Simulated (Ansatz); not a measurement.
# Dielectric function and optical constants of KCl (Sylvite)

Aim: the dielectric function of KCl (Sylvite), and the optical constants that follow from it.

Main program and level: Ansatz 0.2.0; DFT, PBE, plane-wave PAW, default files, scalar-relativistic, independent-particle optical response without local fields.

## 1. Set-up

The structure is cubic, space group Fm-3m (No. 225). The conventional cell has a = 6.293 Å, b = 6.293 Å, c = 6.293 Å, α = 90.00°, β = 90.00°, γ = 90.00°. K has 6 Cl at 3.15 Å nearest. Nearest to Cl lie 6 K at 3.15 Å. Farther neighbours and most contacts between anions are not listed.

## 2. Ground state and bands

First the ground state: is it a metal or has it a gap?

This step: DFT, PBE, plane-wave PAW, default files, scalar-relativistic, ground state (Ansatz 0.2.0).

File input.yaml:

```yaml
crystal:
  lattice:
    - [0.0, 3.14647, 3.14647]
    - [3.14647, 0.0, 3.14647]
    - [3.14647, 3.14647, 0.0]
  atoms:
    - { symbol: K, position: [0.0, 0.0, 0.0] }
    - { symbol: Cl, position: [0.5, 0.5, 0.5] }
kpoints:
  mp_grid: { grid: [6, 6, 6] }
  band_path:
    path:
      - [[0.0, 0.0, 0.0], [0.5, 0.0, 0.5], [0.5, 0.25, 0.75], [0.375, 0.375, 0.75], [0.0, 0.0, 0.0], [0.5, 0.5, 0.5], [0.625, 0.25, 0.625], [0.5, 0.25, 0.75], [0.5, 0.5, 0.5], [0.375, 0.375, 0.75]]
      - [[0.625, 0.25, 0.625], [0.5, 0.0, 0.5]]
    npoints: 6
scf:
  occupations: { method: fermi_dirac, width: 0.05 }
  n_extra_bands: 6
hamiltonian:
  xc: pbe
  pseudopotentials: { kind: paw }
output:
  forces: true
  stress: true
  populations: true
  write_bands: true
  write_density: true
  write_potential: true
  elf: true
  volumetric_format: npy
```

Run with:

```bash
ansatz run input.yaml --threads 4 --pin off --max-ram 8192MiB --backend cpu --events-out ev --progress --plain --runs-dir out
```

Numbers of over 12 decimals in the logs are rounded to 6 here.

The log of the run:

```text
scf.n_extra_bands = 6 over 8 filled bands (N_el = 16.0): the run solves 14 bands
Engine: ansatz 0.2.0, x86_64-unknown-linux-gnu
Pseudopotentials: kind: paw
Pseudopotential: K, paw, valence charge 9, recommended cutoff 420 eV (normal), K.paw.azcp
Pseudopotential: Cl, paw, valence charge 7, recommended cutoff 420 eV (normal), Cl.paw.azcp
Functional definition: PBE
  parameter kappa = 0.804
  parameter beta = 0.066725
  exchange = pbe_x(kappa = kappa, mu = beta*pi^2/3)
  correlation = pbe_c(beta = beta)
Crystal: 2 atoms, lattice volume = 62.302 Å³
Basis set: ecut = 420 eV, 1243 PW (Γ), exchange–correlation on 60×60×60 points (8 copies of the dense FFT grid, shifted against one another)
Bands: 14, of which v1, the nominal top of the filled ones, is band 8 counted from 1 (7 counted from 0)
Symmetry: 48 space group operations
Space group: Fm-3m (ITA 225), of the structure as read, at distance tolerance 4.0e-5 Å
k-points: 16 of 216
Non-local potential: K, projectors of the file, l = 0: 3, l = 1: 2, l = 2: 2
Non-local potential: Cl, projectors of the file, l = 0: 2, l = 1: 2, l = 2: 2
PAW form: soft (Blöchl's): semilocal exchange-correlation on the pseudo side does not see the compensation charge
PAW one-centre angular grid: K, 110 points (default); XC on 64 Gauss nodes
PAW one-centre angular grid: Cl, 110 points (default); XC on 64 Gauss nodes
Initial density: superposition of atomic densities (neutral atoms: chi_scale 0, normalization atom), corrected by the library's trained network
Initial wavefunctions: pseudopotential atomic-orbital guess
Functional: x = pbe(κ = 0.804, μ = 0.219515), c = pbe(β = 0.066725)
SCF iter   1: F=—  HF=-2621.220223 eV  |F-HF|=—  |Δ(HF+E_count)|=         —  Δρ=2.22e-4  dr2=2.10e-5  ethr=1.77e-3  ⟨swp⟩=6.8  Hψ=1436  notcnv=0
preconditioner: auto → none  [insulator: Δε(μ)=5.182 eV  Ē_g=15.939 eV  σ=0.050 eV  W_gap=1.00  n_scr=14 (ndim 8)  ℏωp=17.6 eV  f_vac=0.081  D(μ)=0.00/eV (n_scr^D=0)  ε∞_Penn≈2.2]
SCF iter   2: F=—  HF=-2621.220096 eV  |F-HF|=—  |Δ(HF+E_count)|=   1.27e-4  Δρ=3.35e-4  dr2=1.08e-4  ethr=1.31e-7  ⟨swp⟩=2.9  Hψ=541  notcnv=0  defer=1
SCF iter   3: F=—  HF=-2621.220075 eV  |F-HF|=—  |Δ(HF+E_count)|=   2.10e-5  Δρ=2.12e-4  dr2=4.24e-5  ethr=1.31e-7  ⟨swp⟩=2.0  Hψ=249  notcnv=0  defer=1
SCF iter   4: F=—  HF=-2621.220063 eV  |F-HF|=—  |Δ(HF+E_count)|=   1.27e-5  Δρ=6.37e-5  dr2=2.02e-6  ethr=1.31e-7  ⟨swp⟩=2.0  Hψ=314  notcnv=0  defer=1
SCF iter   5: F=—  HF=-2621.220077 eV  |F-HF|=—  |Δ(HF+E_count)|=   1.46e-5  Δρ=1.95e-4  dr2=3.43e-5  ethr=1.27e-8  ⟨swp⟩=3.0  Hψ=370  notcnv=0  defer=1
SCF iter   6: F=—  HF=-2621.220067 eV  |F-HF|=—  |Δ(HF+E_count)|=   9.99e-6  Δρ=8.00e-5  dr2=5.66e-6  ethr=1.27e-8  ⟨swp⟩=2.0  Hψ=314  notcnv=0  defer=1
SCF iter   7: F=—  HF=-2621.220066 eV  |F-HF|=—  |Δ(HF+E_count)|=   1.69e-6  Δρ=2.90e-5  dr2=7.53e-7  ethr=1.27e-8  ⟨swp⟩=2.0  Hψ=314  notcnv=0  defer=1
SCF iter   8: F=-2621.220065 eV  HF=-2621.220065 eV  |F-HF|=1.38e-8  |Δ(HF+E_count)|=   2.56e-7  Δρ=4.40e-6  dr2=1.75e-8  ethr=6.25e-10  ⟨swp⟩=8.9  Hψ=1460  notcnv=0
SCF 1 converged in 8 iterations: F = -2621.220065 eV  dr2 = 1.75e-8
  greatest PAW one-centre occupation: 0.987 electrons in one spin orbital (limit 2), on the K atom at site 0 (counted from 0), in its partial waves of l = 0
NSCF: frozen V_eff on 62 k-points
SCF converged after 8 iterations
Free energy (F): -2621.220065 eV
Harris-Foulkes:  -2621.220065 eV  (|F-HF|=1.38e-8)
Internal energy: -2621.220065 eV  (E = F + TS)
E sigma→0 (E₀):  -2621.220065 eV
Fermi energy:    3.508956 eV
--- Per-component energies (eV) ---
  E_band       = -131.539456
  E_kinetic    = 416.292921
  E_local      = -835.239219  (includes V_loc(G=0)·N_el)
  E_nonlocal   = 41.058568
  E_hartree    = 280.131317
  E_xc         = -243.260866
  E_vxc        = -288.140313  (∫ρ·V_xc dr)
  E_paw        = -1441.182224  (= ΣΔE_a)
  E_vpaw       = -25.772076  (= ΣTr[D̂ρ^β])
  E_aug_tail   = 0.000085  (compensation charges beyond the density's cutoff)
  E_ewald      = -839.020646
  E_smearing   = -0.000000  (= −TS)
  E_closure    = 0.000000  (closes the sum)
  Σ components = -2621.220065   (vs F -2621.220065, Δ=0.00e0)
--- Forces (eV/Å), atoms counted from 1 ---
  atom   1  K     -0.00000000    -0.00000000    -0.00000000
  atom   2  Cl     0.00000000    -0.00000000    -0.00000000
  max |Σ_I F_I| component: 1.16e-29 eV/Å
--- Stress (GPa, compression-positive) ---
        0.754874       0.000000       0.000000
        0.000000       0.754874       0.000000
        0.000000      -0.000000       0.754874
  P = ⅓ Tr σ = 0.7549 GPa (7.549 kbar)
--- Band table (eV; the first three rows and the last of 16) ---
  k-point 0: bands = [... 4 lower, -9.7995, 0.8533, 0.8533, 0.8533, 6.0425, 9.2167, 9.2167, 9.2167, ... 2 higher]
  k-point 1: bands = [... 4 lower, -9.7349, 0.5398, 0.7676, 0.7676, 6.6770, 9.0484, 9.5582, 9.5582, ... 2 higher]
  k-point 2: bands = [... 4 lower, -9.6155, 0.0235, 0.6053, 0.6053, 7.9022, 9.1160, 10.4836, 10.4836, ... 2 higher]
  k-point 15: bands = [... 4 lower, -9.7453, 0.2829, 0.4309, 0.4958, 8.1014, 9.7692, 9.9173, 10.9948, ... 2 higher]
--- Löwdin populations: 2 sites ---
  site symbol       q [e]
     0      K      8.2331
     1     Cl      7.7124
  spilling = 0.003410 (of n_electrons = 16.000000)
```

It took 1.8 s on 4 threads of Intel Xeon Platinum 8559C (Emerald Rapids), shared host; peak memory 0.53 GiB; 2.7 s of CPU time.

The column dr2 measures how far the density is from self-consistency, as an energy; F and HF (Harris–Foulkes) agree once it is small.

Numbers from this step:

| Item | Value |
| --- | --- |
| free energy | -2621.2201 eV |
| Fermi energy | 3.509 eV |
| gap by band count | 5.189 eV |
| electrons | 16 |
| symmetry operations | 48 |
| pressure | 0.7549 GPa |
| gap on the k-mesh | 5.189 eV |
| volume | 62.30 Å³ |
| gap on the path | 5.189 eV |
| least direct gap on the path | 5.189 eV |

There is a gap, 5.19 eV on the path, so no carriers' term is needed. The cell is left with a pressure of 0.8 GPa, as it stands unrelaxed at this level.

Electronic bands along the path, in eV, zero at the Fermi level; v1 is the highest filled band, c1 the lowest empty one:

```
    point     v3     v2     v1    c1    c2    c3    c4
        Γ  -2.66  -2.66  -2.66  2.53  5.71  5.71  5.71
  halfway  -3.29  -2.79  -2.79  3.99  4.58  7.00  7.18
        X  -3.31  -2.88  -2.88  3.87  5.68  7.41  7.53
  halfway  -3.26  -3.01  -2.96  4.29  6.14  6.68  7.66
        W  -3.14  -3.13  -3.13  5.37  5.37  6.78  7.20
  halfway  -3.19  -3.19  -3.00  4.82  6.04  6.68  7.34
        K  -3.22  -3.20  -2.94  4.62  6.41  6.65  7.41
  halfway  -3.35  -2.90  -2.85  4.24  5.32  6.53  7.20
        Γ  -2.66  -2.66  -2.66  2.53  5.71  5.71  5.71
  halfway  -3.24  -2.82  -2.82  3.79  5.50  6.45  6.45
        L  -3.71  -2.98  -2.98  4.93  5.95  7.84  7.84
  halfway  -3.54  -3.05  -2.97  5.09  5.80  7.46  7.81
        U  -3.22  -3.20  -2.94  4.62  6.41  6.65  7.41
  halfway  -3.19  -3.19  -3.00  4.82  6.04  6.68  7.34
        W  -3.14  -3.13  -3.13  5.37  5.37  6.78  7.20
  halfway  -3.50  -3.06  -2.99  5.19  5.68  7.38  7.48
        L  -3.71  -2.98  -2.98  4.93  5.95  7.84  7.84
  halfway  -3.54  -3.05  -2.97  5.09  5.80  7.46  7.81
        K  -3.22  -3.20  -2.94  4.62  6.41  6.65  7.41
jump to U  -3.22  -3.20  -2.94  4.62  6.41  6.65  7.41
  halfway  -3.29  -2.98  -2.90  4.08  5.94  7.05  7.70
        X  -3.31  -2.88  -2.88  3.87  5.68  7.41  7.53
```

The electronic bands as a text plot (rows in eV, shown from -3.7 to 6.6 only):

```
    6.4 |+ ++       +   ++   +++  +   +        ++            ++
    5.9 | +       ++ + +  +    +++ +++  +++++++  +    +++++++  ++
    5.5 |++     ++    +    +++++++++++++          ++++
    5.1 |  ++        ++   +++            +++++   +   ++++++++
    4.6 |    +++    +  +++              +     +++            +
    4.2 |     ++   +         ++        +                      ++
    3.8 |    +  +++                   +                         +
    3.4 |  ++                  +    ++
    2.9 | +                     ++
    2.5 |+                        ++
    2.1 |
    1.6 |
    1.2 |
    0.8 |
    0.4 |
   -0.1 |
   -0.5 |
   -0.9 |
   -1.4 |
   -1.8 |
   -2.2 |
   -2.6 |*******               ********
   -3.1 |  **   ****************    *****************************
   -3.5 |    *******      *****        ********     *********  **
         Γ       X    W  K        Γ      L     U  W     L   K|U X
```

Electrostatic potential energy in the ac plane of the conventional cell at fractional y = 0.000, with atoms of K and Cl within 0.2 Å of it. With pseudopotentials it is smooth inside the atoms' cores, unlike the true potential.

Ten even steps from '0' (-47 eV) to '9' (7 eV), each cell a mean:
```
02699971004999841
35899986347999874
78999999889999988
99999999999999999
99999999999999999
89999998889999999
46999985347999974
02799962014899840
01699861003899830
13899973125899961
68999987668999987
99999999899999999
99999999999999999
99999999999999999
67899998679999986
14799983126999852
01699961004899730
```

ELF in the ac plane of the conventional cell at fractional y = 0.000, with atoms of K and Cl within 0.2 Å of it. It is the smooth field of the valence electrons, not physical close to the nuclei.

Ten even steps from '_' (0.01) to '@' (0.86), each cell a mean:
```
%%@@%%::..##@@@@**%%@@@@==__**@@@@
@@@@**....**@@@@@@@@@@%%--__==%%@@
**++::____==##@@@@@@%%**::__..==**
__________..--======--::__________
====--..____________________::--==
@@@@##==____::==**++--____::**%%@@
@@@@@@**....**@@@@@@%%--__--%%@@@@
**@@@@##..::%%@@%%@@@@++__==@@@@%%
==%%@@##..--@@@@##%%@@**__==@@@@**
%%@@@@##..::%%@@@@@@@@==__==@@@@@@
@@@@%%++____==%%@@%%**::__--##@@@@
####++::______::--::..____..==**##
......________........________....
::..______::++######**==..____..::
%%##==__..++%%@@@@@@@@##--__::**%%
@@@@##....##@@@@%%@@@@@@==__++@@@@
##@@%%::..##@@%%==**@@@@==__**@@%%
```

(Part 1 of 2 ends here.)

[Logs are printed without paths, hosts, clocks, repeated set-up lines and the standing remarks that a program may print on its own settings, such as how far it seeks lower states.]

[Hosts, paths, dates, database ids (printed as entryN), source tags and the programs' standing remarks are cut or masked in the printed files.]
